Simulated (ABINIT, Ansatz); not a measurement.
Computed results, one entry a study.

```
Quasiparticle gap of Sr2FeH6 (Fm-3m) in ABINIT
1.0
     0.00000    3.70765    3.70765
     3.70765    0.00000    3.70765
     3.70765    3.70765    0.00000
Sr Fe H
2 1 6
Direct
  0.75000 0.75000 0.75000
  0.25000 0.25000 0.25000
  0.00000 0.00000 0.00000
  0.78246 0.78246 0.21754
  0.21754 0.78246 0.21754
  0.78246 0.21754 0.21754
  0.21754 0.21754 0.78246
  0.78246 0.21754 0.78246
  0.21754 0.78246 0.78246
# method: RPA screening on LDA, plane waves, norm-conserving pseudopotentials (and 2 further levels or steps)
# program: ABINIT 10.8.3
# settings: cutoff 39 Ha, PseudoDojo scalar-relativistic 0.4.1 standard, norm-conserving, ngkpt (2, 2, 2), nband 70, ecuteps 3.6 Ha, inclvkb 2, shiftk (0, 0, 0), symchi 1, awtr 1, frequency ppm, 2×2×2 k-mesh
# cost: 4 runs, 82 s in all on 4 MPI ranks of Arm Neoverse V2, shared host
# notes: This run has no spin polarisation, although Fe can carry a moment. The program’s warnings: nproc spkpt=  >= nkpt= * nsppol=. The cell and positions are those that the Materials Project relaxed with its own functionals (PBE, PBE+U or r2SCAN), kept fixed. Limits: no spin polarisation; d states lean on the start; no spin-orbit coupling. The 2×2×2 mesh is coarse for this cell, which bears on the long-range parts of exchange and screening. The runs have no spin polarisation. For a closed low-spin shell that is the natural state; where a d or f shell is open it is a constraint, and the gap is then not the crystal’s own.
# LDA gap: 1.01 eV, indirect
# G0W0 gap on the mesh: 2.09 eV
# GW settings: 2×2×2 mesh, 70 bands, screening to 98 eV, Godby-Needs plasmon pole
# known limits: short of the basis limit; no spin polarisation; d states lean on the start; no spin-orbit coupling; coarse k mesh
```

[Long decimals in the printed logs are rounded to 6 places.]

[Logs are printed without paths, hosts, clocks, repeated set-up lines and the standing remarks that a program may print on its own settings, such as how far it seeks lower states.]

[Paths, hosts, dates, memory and timing lines, banners, echoed tables and standing remarks are left out of the program output; an Ansatz launch command may be rebuilt from the run's recorded settings. Measured values are a selection of at most five: reports struck by readers or far from the other reports are left out. None is set beside runs whose start may be inverted or whose files or cutoffs have a known fault.]

[Runs of the session that timed out or met a known fault of the program may be left out.]

[Hosts, paths, dates, database ids (printed as entryN), source tags and the programs' standing remarks are cut or masked in the printed files.]

[G0W0 gaps are taken among the corrected bands and points alone; a level outside them can change the order at an edge.]

[Where Ansatz stands beside ABINIT at settings called matched, ABINIT's density can come from a denser mesh and the files from another edition; pairs whose starting gaps differed by over 0.03 eV were left out, so agreement reads better than it is.]
